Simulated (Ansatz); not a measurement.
# How fast states decay through SrCaF4, part 2 of 3

A new crystal, SrCaF4: structure, gap and complex bands. It is built by putting F for I in the SrCaI4 structure of space group P2/m, with the volume rescaled by atomic radii. The parent structure comes from the Materials Project.

Ansatz 0.2.0; LDA DFT, plane waves, PAW files (the session's first sound run).

So far. Step 2 (Relaxing the new crystal): The largest force component on a free atom ends at 0.0024 eV/Å.

The structure was built from a prototype and need not be the compound's stable phase.

**3. The bulk crystal and its band edges**

The energy window and the wavevectors of the next steps follow from the band edges, so these are searched first, off the mesh as well.

Contents of input.yaml:

```yaml
crystal:
  lattice:
    - [4.0589470139, 0.0, -0.2029792081]
    - [0.0, 3.5879612217, 0.0]
    - [-0.2438936733, 0.0, 6.3937505544]
  atoms:
    - { symbol: Sr, position: [0.0, 0.0, 0.0] }
    - { symbol: Ca, position: [0.0, 0.5, 0.5] }
    - { symbol: F, position: [0.2228198984, 0.0, 0.3547466031] }
    - { symbol: F, position: [0.245996223, 0.5, 0.8287399874] }
    - { symbol: F, position: [0.754003777, 0.5, 0.1712600126] }
    - { symbol: F, position: [0.7771801016, 0.0, 0.6452533969] }
kpoints:
  mp_grid: { grid: [4, 6, 4] }
  band_path: { path: [VBM, CBM], npoints: 30 }
scf:
  occupations: { method: fixed }
hamiltonian:
  xc: lda
output:
  eigenvalues: true
  write_potential: true
  write_density: true
  volumetric_format: npy
  elf: true
```

The run is started by

```sh
> ansatz run input.yaml --threads 2 --pin off --max-ram 4096MiB --backend cpu --events-out ev --progress --plain --runs-dir out
```

Numbers of over 12 decimals in the logs are rounded to 6 here.

Output:

```text
[...]
Crystal: 6 atoms, lattice volume = 92.937 Å³
Basis set: ecut = 420 eV, 1787 PW (Γ)
Bands: 30, of which v1, the nominal top of the filled ones, is band 24 counted from 1 (23 counted from 0)
Symmetry: 4 space group operations
[...]
k-points: 40 of 96
[...]
SCF iter   1: F=—  HF=-8403.628618 eV  |F-HF|=—  |Δ(HF+E_count)|=         —  Δρ=1.77e-2  dr2=2.10e-1  ethr=1.77e-3  ⟨swp⟩=5.6  Hψ=5194  notcnv=0  defer=142
[...]
SCF iter   7: F=-8403.568802 eV  HF=-8403.568802 eV  |F-HF|=1.59e-8  |Δ(HF+E_count)|=   1.01e-7  Δρ=1.10e-5  dr2=7.80e-8  ethr=2.08e-10  ⟨swp⟩=10.6  Hψ=6413  notcnv=0
SCF 1 converged in 7 iterations: F = -8403.568802 eV  dr2 = 7.80e-8
[...]
NSCF: frozen V_eff on 80 k-points
[...]
SCF converged after 7 iterations
Free energy (F): -8403.568802 eV
[...]
Internal energy: -8403.568802 eV  (E = F + TS)
E sigma→0 (E₀):  -8403.568802 eV
Fermi energy:    2.458402 eV
[...]
--- Band table (eV; the first three rows and the last of 40) ---
  k-point 0: bands = [... 20 lower, 1.7196, 2.0031, 2.1799, 2.4505, 8.6036, 9.9893, 10.9004, 11.7940, ... 2 higher]
  k-point 1: bands = [... 20 lower, 1.8057, 1.9593, 1.9800, 2.3796, 8.9124, 9.9715, 10.8642, 11.5194, ... 2 higher]
  k-point 2: bands = [... 20 lower, 1.8318, 1.8497, 1.9879, 2.2953, 9.3975, 9.7790, 10.8197, 11.2772, ... 2 higher]
  k-point 39: bands = [... 20 lower, 1.8905, 2.1164, 2.1798, 2.4584, 10.7171, 11.2539, 12.3159, 12.6226, ... 2 higher]
```

Run time: 15 s. Hardware: 2 threads of Arm Neoverse V2, shared host; peak memory 0.38 GiB; 30 s of CPU time.

Reading the cycles: dr2 is the Hartree energy of the density residual (eV), the measure of convergence; HF is the Harris–Foulkes estimate of the energy, which meets the free energy F at convergence.

Numbers from this step:

```
Fermi energy        : 2.458 eV
gap on the k-mesh   : 6.145 eV
gap on path         : 6.145 eV, by band count; negative where bands overlap
direct gap on path  : 6.153 eV
edge places on path : 0, 1.296 1/A along the path
```

Electronic bands along the path, in eV, zero at the Fermi level (highest filled level under fixed occupations); v1 is the highest filled band, c1 the lowest empty one:

```
  point     v4     v3     v2     v1    c1    c2
    VBM  -0.57  -0.34  -0.28   0.00  8.26  8.80
halfway  -0.74  -0.59  -0.42  -0.16  8.03  8.42
    CBM  -0.74  -0.46  -0.28  -0.01  6.15  7.53
```

Electrostatic potential energy in the ac plane at fractional y = 0.000, with atoms of Sr and F within 0.2 Å of it. With pseudopotentials it is smooth inside the atoms' cores, unlike the true potential.

Ten even steps from '_' (-103 eV) to '@' (12 eV), each cell a mean:
```
____++%%@@@@@@@@@@@@%%##::__
::==##%%@@@@@@@@@@@@%%%%++::
####%%@@@@@@@@@@@@@@@@%%%%##
%%@@@@@@@@@@@@@@@@@@@@@@@@%%
@@@@@@@@@@@@@@@@@@@@@@@@@@@@
@@@@@@@@@@@@@@@@@@@@####%%@@
@@@@@@@@@@@@@@@@@@##**++**%%
@@@@@@@@@@@@@@@@@@##++++**%%
@@@@@@@@@@@@@@@@@@##++++**%%
@@@@@@@@@@@@@@@@@@@@####%%@@
@@@@@@@@@@@@@@@@@@@@@@@@@@@@
@@@@@@%%%%@@@@@@@@@@@@@@@@@@
@@%%******%%@@@@@@@@@@@@@@@@
@@##++++++##@@@@@@@@@@@@@@@@
@@##++++**%%@@@@@@@@@@@@@@@@
@@%%##**##@@@@@@@@@@@@@@@@@@
@@@@@@@@@@@@@@@@@@@@@@@@@@@@
@@@@@@@@@@@@@@@@@@@@@@@@@@@@
##%%%%@@@@@@@@@@@@@@@@@@%%%%
--==##%%@@@@@@@@@@@@@@%%##++
____++##@@@@@@@@@@@@%%##--__
____==##@@@@@@@@@@@@%%##::__
```
Columns run along a (4.1 Å; values clipped at the 3rd and 97th percentile), rows up along c (6.4 Å). Atoms in or near the plane, at fractional coordinates: Sr at (0.00, 0.00), F at (0.22, 0.35), F at (0.78, 0.65).

ELF in the ac plane at fractional y = 0.000, with atoms of Sr and F within 0.2 Å of it. It is the smooth field of the valence electrons, not physical close to the nuclei.

Values, 22 rows by 14 columns, each cell a mean:
```
0.30 0.62 0.85 0.78 0.33 0.06 0.01 0.00 0.02 0.16 0.65 0.84 0.79 0.46
0.76 0.83 0.83 0.60 0.14 0.02 0.01 0.00 0.01 0.08 0.45 0.76 0.85 0.79
0.79 0.75 0.52 0.22 0.03 0.01 0.01 0.01 0.02 0.03 0.13 0.34 0.63 0.75
0.34 0.29 0.13 0.04 0.01 0.01 0.01 0.02 0.07 0.12 0.13 0.12 0.17 0.26
0.10 0.05 0.02 0.01 0.01 0.01 0.02 0.08 0.31 0.48 0.56 0.53 0.38 0.23
0.31 0.10 0.02 0.01 0.01 0.01 0.04 0.21 0.56 0.74 0.80 0.80 0.76 0.62
0.53 0.23 0.04 0.01 0.01 0.01 0.09 0.36 0.71 0.81 0.73 0.67 0.78 0.77
0.56 0.23 0.04 0.01 0.01 0.01 0.10 0.41 0.75 0.81 0.60 0.49 0.74 0.79
0.41 0.12 0.03 0.03 0.03 0.02 0.06 0.32 0.72 0.81 0.72 0.68 0.78 0.75
0.15 0.05 0.10 0.20 0.19 0.08 0.03 0.13 0.54 0.75 0.80 0.80 0.73 0.52
0.06 0.14 0.40 0.53 0.51 0.32 0.06 0.04 0.25 0.53 0.67 0.66 0.45 0.20
0.21 0.52 0.75 0.79 0.77 0.68 0.30 0.06 0.04 0.16 0.29 0.24 0.09 0.05
0.49 0.74 0.79 0.75 0.80 0.79 0.54 0.17 0.02 0.03 0.07 0.05 0.04 0.12
0.67 0.79 0.66 0.50 0.72 0.81 0.65 0.30 0.03 0.01 0.01 0.02 0.07 0.29
0.69 0.79 0.68 0.57 0.75 0.81 0.62 0.30 0.04 0.01 0.01 0.02 0.09 0.33
0.54 0.74 0.79 0.78 0.80 0.74 0.49 0.19 0.02 0.01 0.01 0.01 0.05 0.20
0.20 0.39 0.60 0.68 0.66 0.55 0.27 0.07 0.01 0.01 0.01 0.01 0.03 0.06
0.17 0.16 0.17 0.22 0.24 0.20 0.08 0.02 0.01 0.01 0.01 0.03 0.10 0.17
0.69 0.60 0.38 0.18 0.06 0.03 0.02 0.01 0.01 0.01 0.05 0.20 0.52 0.68
0.83 0.83 0.78 0.58 0.18 0.04 0.01 0.00 0.01 0.02 0.20 0.56 0.82 0.84
0.43 0.65 0.85 0.81 0.42 0.09 0.01 0.00 0.01 0.07 0.49 0.80 0.83 0.63
0.06 0.41 0.84 0.83 0.48 0.10 0.01 0.00 0.02 0.15 0.65 0.84 0.75 0.29
```
Columns run along a (4.1 Å), rows up along c (6.4 Å). Atoms in or near the plane, at fractional coordinates: Sr at (0.00, 0.00), F at (0.22, 0.35), F at (0.78, 0.65).

Valence density in the ac plane at fractional y = 0.000, with atoms of Sr and F within 0.2 Å of it. It is the smooth field of the valence electrons, not physical close to the nuclei.

Ten steps, logarithmic in the rise over the least value, from '_' (0 e/Å³) to '@' (12 e/Å³), each cell a mean:
```
****++==..__________::==****
****==--..__________::==++**
++==::..____________..::====
::::..______________..::::--
....____________..::------::
::..____________::==****++==
::..__________..--**%%@@##++
::..__________..==##@@@@%%++
::..__________..==**%%@@##==
....__..______..::==****==--
....::::::..____..::----::..
..--==++++--..______........
::==##%%##++::..__________..
--**@@@@%%**--..__________..
--**@@@@%%**::..__________..
--++####**==..____________..
::--====--::..____________..
::::::::....____________....
====--::..____________..--==
****==--..__________..::==++
****++==..__________::==****
++****==..__________::++****
```
Columns run along a (4.1 Å), rows up along c (6.4 Å). Atoms in or near the plane, at fractional coordinates: Sr at (0.00, 0.00), F at (0.22, 0.35), F at (0.78, 0.65).

The searched edges give 6.15 eV, as on the mesh.

**4. Complex bands**

This step: LDA DFT, plane waves, PAW files; complex bands by layer matching along the plane's normal (Ansatz 0.2.0).

The same crystal is laid in a cell whose first two vectors span the (001) plane (indices of the standard conventional cell, whose axes can be ordered otherwise than in the bulk input). At fixed energy and wavevector in the plane the solver finds all kz, real and complex. A few wavevectors are listed, (0, 0), (-0.5, -0.5) and (0.5, 0) in units of the plane's reciprocal vectors; the slowest state needn't be among them.

Contents of input.yaml:

```yaml
crystal:
  lattice:
    - [4.064019122, 0.0, 0.0]
    - [0.0, 3.587961222, 0.0]
    - [-0.562927942, 0.0, 6.373589445]
  atoms:
    - { symbol: Sr, position: [0.0, 0.0, 0.0] }
    - { symbol: Ca, position: [0.0, 0.5, 0.5] }
    - { symbol: F, position: [0.2228198984, 0.0, 0.3547466031] }
    - { symbol: F, position: [0.245996223, 0.5, 0.8287399874] }
    - { symbol: F, position: [0.754003777, 0.5, 0.1712600126] }
    - { symbol: F, position: [0.7771801016, 0.0, 0.6452533969] }
kpoints:
  mp_grid: { grid: [6, 6, 4] }
scf:
  occupations: { method: fixed }
hamiltonian:
  xc: lda
output:
  eigenvalues: true
  transmission:
    leads: [[0, 0]]
    kpoints: [[0.0, 0.0], [-0.5, -0.5], [0.5, 0.0]]
    e_range: [-1.0, 7.15]
    de: 0.14
```

Output:

```text
[...]
Crystal: 6 atoms, lattice volume = 92.937 Å³
Basis set: ecut = 420 eV, 1787 PW (Γ)
Bands: 30, of which v1, the nominal top of the filled ones, is band 24 counted from 1 (23 counted from 0)
Symmetry: 4 space group operations
[...]
k-points: 56 of 144
[...]
SCF iter   1: F=—  HF=-8403.628469 eV  |F-HF|=—  |Δ(HF+E_count)|=         —  Δρ=1.77e-2  dr2=2.11e-1  ethr=1.77e-3  ⟨swp⟩=5.6  Hψ=7210  notcnv=0  defer=201
[...]
SCF iter   7: F=-8403.568952 eV  HF=-8403.568952 eV  |F-HF|=1.71e-8  |Δ(HF+E_count)|=   1.71e-7  Δρ=1.07e-5  dr2=7.32e-8  ethr=2.08e-10  ⟨swp⟩=10.6  Hψ=9051  notcnv=0
SCF 1 converged in 7 iterations: F = -8403.568952 eV  dr2 = 7.32e-8
[...]
transmission: 12 of 36 steps passed
transmission: 24 of 36 steps passed
transmission: 36 of 36 steps passed
SCF converged after 7 iterations
Free energy (F): -8403.568952 eV
[...]
Internal energy: -8403.568952 eV  (E = F + TS)
E sigma→0 (E₀):  -8403.568952 eV
Fermi energy:    2.458404 eV
[...]
--- Band table (eV; the first three rows and the last of 56) ---
  k-point 0: bands = [... 20 lower, 1.7196, 2.0031, 2.1799, 2.4505, 8.6036, 9.9893, 10.9004, 11.7940, ... 2 higher]
  k-point 1: bands = [... 20 lower, 1.8057, 1.9593, 1.9800, 2.3795, 8.9124, 9.9715, 10.8642, 11.5194, ... 2 higher]
  k-point 2: bands = [... 20 lower, 1.8318, 1.8497, 1.9879, 2.2953, 9.3975, 9.7790, 10.8197, 11.2772, ... 2 higher]
  k-point 55: bands = [... 20 lower, 1.8905, 2.1164, 2.1798, 2.4584, 10.7171, 11.2539, 12.3159, 12.6226, ... 2 higher]
--- Transmission ---
  basis      : 123 plane waves across, 12 finite elements along
  points     : 3, as listed
  energies   : 59 from -1.000000 to 7.120000 eV about the Fermi level, 0.140000 eV apart; the leads are filled to 3.072598 eV, and channels, transmission and decay are at 3.060000 eV
  crystal 0  : F4Sr1Ca1, at the sites [0, 0], period 6.3736 Å: whole cells are its period
    offset         : up to 0.0000 Å between an atom of the period and one for which it stands
    channels       : 0.000000e0 a spin
    conductance    : none, the energies end too early or step too widely for 300 K: set another output.transmission.e_range or a lower de, or, where they end at an eighth of basis.ecutwfc, a higher one
    slowest decay  : 0.5120 /Å at (0.0000, 0.0000)
```

Run time: 25 s. Hardware: 2 threads; peak memory 0.44 GiB.

This step gave:

```
free energy                                               : -8403.5690 eV
level to which the leads are filled                       : 3.073 eV from the Fermi level
decay constant at the filling level, zone centre          : 0.512 Å⁻¹
decay constant at the filling level, slowest listed point : 0.512 Å⁻¹
```

K parallel (0, 0); values up to 1.5 1/Å, a degenerate pair printed once or twice; energies at which all values exceed this have no row. The Im kz of the slowest decaying states by energy, zero at the highest filled level on the SCF mesh:

```
energy (eV)  decay 1 (Å⁻¹)  decay 2 (Å⁻¹)  decay 3 (Å⁻¹)  decay 4 (Å⁻¹)
      -1.00        0.00596         0.0482          0.952          0.953
      -0.72         0.0959          0.889          0.921           1.13
      -0.30          0.170          0.346          0.437          0.880
      -0.02          0.287          0.428          0.670          0.904
       0.26          0.299          0.454          0.541          0.795
       0.68          0.392          0.530          0.709          0.908
       0.96          0.431          0.564          0.782          0.958
       1.24          0.459          0.593          0.837          0.997
       1.66          0.489          0.628          0.901           1.01
       1.94          0.501          0.647          0.934           1.01
       2.22          0.510          0.663          0.962           1.00
       2.64          0.515          0.683          0.992          0.996
       2.92          0.514          0.694          0.982           1.01
       3.20          0.509          0.703          0.970           1.02
       3.48          0.502          0.711          0.957           1.02
       3.90          0.484          0.719          0.936          0.985
       4.18          0.467          0.722          0.921          0.960
       4.46          0.446          0.725          0.905          0.933
       4.88          0.405          0.725          0.879          0.891
       5.16          0.369          0.724          0.860          0.861
       5.44          0.322          0.720          0.829          0.841
       5.86          0.216          0.711          0.777          0.810
       6.14         0.0295          0.699          0.741          0.788
       6.42          0.670          0.714          0.765          0.991
       6.84          0.587          0.690          0.729          0.955
       7.12         0.0778          0.505          0.674          0.704
```

K parallel (-0.5, -0.5); values up to 1.5 1/Å, a degenerate pair printed once or twice; energies at which all values exceed this have no row. Table of Im kz of the slowest decaying states by energy, zero at the highest filled level on the SCF mesh:

```
energy (eV)  decay 1 (Å⁻¹)  decay 2 (Å⁻¹)  decay 3 (Å⁻¹)  decay 4 (Å⁻¹)
      -1.00          0.329           1.38           1.44           1.50
      -0.58          0.155          0.306           1.28           1.38
      -0.16          0.233          0.254          0.755           1.16
      -0.02          0.337          0.474          0.869           1.13
       0.26          0.305          0.426          0.717           1.02
       0.68          0.437          0.506          0.856           1.15
       0.96          0.490          0.544          0.895           1.18
       1.38          0.548          0.587          0.931           1.21
       1.80          0.592          0.621          0.960           1.22
       2.22          0.627          0.646          0.985           1.22
       2.64          0.656          0.666           1.01           1.20
       3.06          0.679          0.680           1.03           1.16
       3.48          0.691          0.699           1.05           1.14
       3.90          0.697          0.715           1.08           1.12
       4.32          0.699          0.727           1.10           1.11
       4.74          0.697          0.736           1.08           1.09
       5.16          0.690          0.740           1.06           1.06
       5.44          0.682          0.741           1.04           1.05
       5.86          0.665          0.736          0.996           1.03
       6.28          0.640          0.724          0.954           1.01
       6.70          0.602          0.702          0.910          0.998
       7.12          0.545          0.667          0.865          0.996
```

K parallel (0.5, 0); values up to 1.5 1/Å, a degenerate pair printed once or twice; energies at which all values exceed this have no row. Table of Im kz of the slowest decaying states by energy, zero at the highest filled level on the SCF mesh:

```
energy (eV)  decay 1 (Å⁻¹)  decay 2 (Å⁻¹)  decay 3 (Å⁻¹)  decay 4 (Å⁻¹)
     -1.000          0.247          0.470          0.596              -
     -0.440         0.0639          0.226          0.404          0.570
     -0.020          0.226          0.303          0.667          0.685
      0.540          0.463          0.560          0.726          0.809
      0.960          0.541          0.653          0.767          0.869
      1.520          0.610          0.726          0.822          0.930
      1.940          0.648          0.757          0.862          0.963
      2.500          0.686          0.784          0.911          0.989
      3.060          0.713          0.799          0.953          0.998
      3.480          0.728          0.805          0.981          0.998
      4.040          0.742          0.807          0.989           1.01
      4.460          0.748          0.804          0.978           1.04
      5.020          0.751          0.796          0.956           1.07
      5.440          0.749          0.785          0.935           1.08
      6.000          0.739          0.765          0.899           1.04
      6.560          0.717          0.738          0.853          0.977
      6.980          0.687          0.712          0.811          0.933
```

At the listed wavevectors the last open channel is at -0.02 eV and the next at +6.28 eV on the grid. At +3.06 eV, the grid energy nearest the filling level (the middle of the gap on the SCF mesh), the slowest state at the listed wavevectors decays with κ = 0.512 Å⁻¹, its amplitude falling by e over 2.0 Å. Through 1 nm of this crystal that state's transmission falls by exp(−2 × 0.512 Å⁻¹ × 10 Å) = 3.6e-5.

**5. Decay over the two-dimensional zone**

The listed points could miss the slowest state, so one energy near mid-gap is solved on a mesh of 8×12.

Edit input.yaml of step 4 so:

```diff
@@ -20,6 +20,2 @@
   eigenvalues: true
-  transmission:
-    leads: [[0, 0]]
-    kpoints: [[0.0, 0.0], [-0.5, -0.5], [0.5, 0.0]]
-    e_range: [-1.0, 7.15]
-    de: 0.14
+  transmission: { leads: [[0, 0]], kmesh: [8, 12], e_range: [3.07, 3.08], de: 0.05 }
```

Output:

```text
[...]
Crystal: 6 atoms, lattice volume = 92.937 Å³
Basis set: ecut = 420 eV, 1787 PW (Γ)
Bands: 30, of which v1, the nominal top of the filled ones, is band 24 counted from 1 (23 counted from 0)
Symmetry: 4 space group operations
[...]
k-points: 56 of 144
[...]
SCF iter   1: F=—  HF=-8403.628469 eV  |F-HF|=—  |Δ(HF+E_count)|=         —  Δρ=1.77e-2  dr2=2.11e-1  ethr=1.77e-3  ⟨swp⟩=5.6  Hψ=7210  notcnv=0  defer=201
[...]
SCF iter   7: F=-8403.568952 eV  HF=-8403.568952 eV  |F-HF|=1.71e-8  |Δ(HF+E_count)|=   1.71e-7  Δρ=1.07e-5  dr2=7.32e-8  ethr=2.08e-10  ⟨swp⟩=10.6  Hψ=9051  notcnv=0
SCF 1 converged in 7 iterations: F = -8403.568952 eV  dr2 = 7.32e-8
[...]
transmission: 40 of 350 steps passed
transmission: 80 of 350 steps passed
[...]
transmission: 350 of 350 steps passed
SCF converged after 7 iterations
Free energy (F): -8403.568952 eV
[...]
Internal energy: -8403.568952 eV  (E = F + TS)
E sigma→0 (E₀):  -8403.568952 eV
Fermi energy:    2.458404 eV
[...]
--- Band table (eV; the first three rows and the last of 56) ---
  k-point 0: bands = [... 20 lower, 1.7196, 2.0031, 2.1799, 2.4505, 8.6036, 9.9893, 10.9004, 11.7940, ... 2 higher]
  k-point 1: bands = [... 20 lower, 1.8057, 1.9593, 1.9800, 2.3795, 8.9124, 9.9715, 10.8642, 11.5194, ... 2 higher]
  k-point 2: bands = [... 20 lower, 1.8318, 1.8497, 1.9879, 2.2953, 9.3975, 9.7790, 10.8197, 11.2772, ... 2 higher]
  k-point 55: bands = [... 20 lower, 1.8905, 2.1164, 2.1798, 2.4584, 10.7171, 11.2539, 12.3159, 12.6226, ... 2 higher]
--- Transmission ---
  basis      : 123 plane waves across, 10 finite elements along
  points     : 35, standing for a mesh of 8 x 12
  energies   : 1 from 3.070000 to 3.070000 eV about the Fermi level; the leads are filled to 3.072598 eV, and channels, transmission and decay are at 3.070000 eV
  crystal 0  : F4Sr1Ca1, at the sites [0, 0], period 6.3736 Å: whole cells are its period
[...]
channels       : 0.000000e0 a spin
    conductance    : none, crystal 0 has no channel at the energies, or these end too early or step too widely for 300 K: set another output.transmission.e_range or a lower de, or, where they end at an eighth of basis.ecutwfc, a higher one
    slowest decay  : 0.5118 /Å at (0.0000, 0.0000)
```

Wall time 14 s (2 threads); peak memory 0.41 GiB; 28 s of CPU time.

This step gave:

* least decay constant on the mesh: 0.5118 Å⁻¹

Slowest decay constant (1/Å; 0 where a channel is open) over k1 and k2. At 3.0700 eV from the Fermi level.

Values, 12 rows by 8 columns:
```
0.688 0.680 0.694 0.712 0.706 0.712 0.694 0.680
0.705 0.687 0.679 0.703 0.705 0.703 0.679 0.687
0.717 0.706 0.685 0.676 0.702 0.676 0.685 0.706
0.717 0.699 0.693 0.634 0.601 0.634 0.693 0.699
0.714 0.693 0.694 0.576 0.534 0.576 0.694 0.693
0.713 0.690 0.695 0.555 0.512 0.555 0.695 0.690
0.714 0.693 0.694 0.576 0.534 0.576 0.694 0.693
0.717 0.699 0.693 0.634 0.601 0.634 0.693 0.699
0.717 0.706 0.685 0.676 0.702 0.676 0.685 0.706
0.705 0.687 0.679 0.703 0.705 0.703 0.679 0.687
0.688 0.680 0.694 0.712 0.706 0.712 0.694 0.680
0.680 0.688 0.713 0.726 0.718 0.726 0.713 0.688
```
Columns: k1 (b1) from -0.5 to 0.375; rows upwards: k2 (b2) from -0.5 to 0.417.

The least value on the mesh is 0.512 Å⁻¹ at +3.07 eV. At that energy the listed points give about 0.512 Å⁻¹ by interpolation, so the mesh holds no clearly slower state.

(Part 2 of 3 ends here.)

[Logs are printed without paths, hosts, clocks, repeated set-up lines and the standing remarks that a program may print on its own settings, such as how far it seeks lower states.]

[Hosts, paths, dates, database ids (printed as entryN), source tags and the programs' standing remarks are cut or masked in the printed files.]

[New means built here by substitution; the compound itself may be known and measured.]
